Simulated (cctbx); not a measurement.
# Symmetry from intensities

Cell: a = 8.0720 Å, b = 8.0720 Å, c = 13.1590 Å, α = 90.00°, β = 90.00°, γ = 120.00°. Expected content of the cell: Ag4 Rb2 K6.

The data are simulated with cctbx, not measured: Cu Kα, λ = 1.54184 Å, to d = 0.83 Å, 70 % of the full sphere, strongest reflection 5000 counts, noise from counting, a 1.5 % proportional error and a noise floor of 8 counts (s.d.); no absorption.

Tests on the unmerged data give:

```text
3813 reflections to d = 0.830 A
centring   violations  <I/sigma> of those
    A       1060 of  1902      9.7
    B       1053 of  1870      9.6
    C       1097 of  1902      9.5
    I       1068 of  1885      9.6
    R       1515 of  2560      9.8
    F       1605 of  2837      9.6
Laue class    unique    Rint  (classes that these axes allow; Friedel mates merged)
P -1             2475   0.037
P 1 1 2/m        1404   0.043
P -3              911   0.044
P -3 1 m          518   0.047
P -3 m 1          560   0.047
P 6/m             483   0.048
P 6/m m m         325   0.049
space group    extra absences  I>4sigma  <I/sigma>
P 6 2 2                 0          0         -  acentric
P 63 2 2                9          0      -0.5  acentric
P 6 m m                 0          0         -  acentric
P 63 m c              226          0      -0.0  acentric
P -6 m 2                0          0         -  acentric
P -6 2 m                0          0         -  acentric
P -6 2 c              226          0      -0.0  acentric
P 6/m m m               0          0         -  centric
P 63/m m c            226          0      -0.0  centric
Wilson B = 0.89 A^2   <|E^2-1|> = 0.789 (0.968 centric, 0.736 acentric)   E^2>4: 1.4 %
shell (A)         n   <I/sigma>
13.16 - 1.66     54     38.3
 1.66 - 1.32     44     36.1
 1.32 - 1.15     37     31.3
 1.15 - 1.05     43     30.2
 1.05 - 0.97     39     28.2
 0.97 - 0.91     35     32.1
 0.91 - 0.87     38     26.8
 0.87 - 0.83     35     18.3
```

Q: Read the symmetry from these tables.

Every centring test has many violations, so the lattice is primitive.

Rint stays low (0.037 to 0.049) up to P 6/m m m, the highest class in these axes.

9 settings pass the absence test. The most absences obeyed, 226, belong to P 63 m c, P -6 2 c and P 63/m m c, which absences can't tell apart.

⟨|E²−1|⟩ = 0.789 leans to a non-centrosymmetric structure. Here that hint misleads: the statistic assumes many like atoms on general positions, and few, heavy or special-position atoms break it. The Wilson B of 0.89 Å² means U ≈ 0.0113 Å².

The true group is P6_3/mmc (no. 194), Laue class 6/mmm, centrosymmetric. The tables only narrow the choice to the tied entries; cell content, site symmetry and trial solutions must settle it.

The model is made up (kin elements in a known structure type, no relaxation), so it says nothing on whether the phase exists.

[Logs are printed without paths, hosts, clocks, repeated set-up lines and the standing remarks that a program may print on its own settings, such as how far it seeks lower states.]
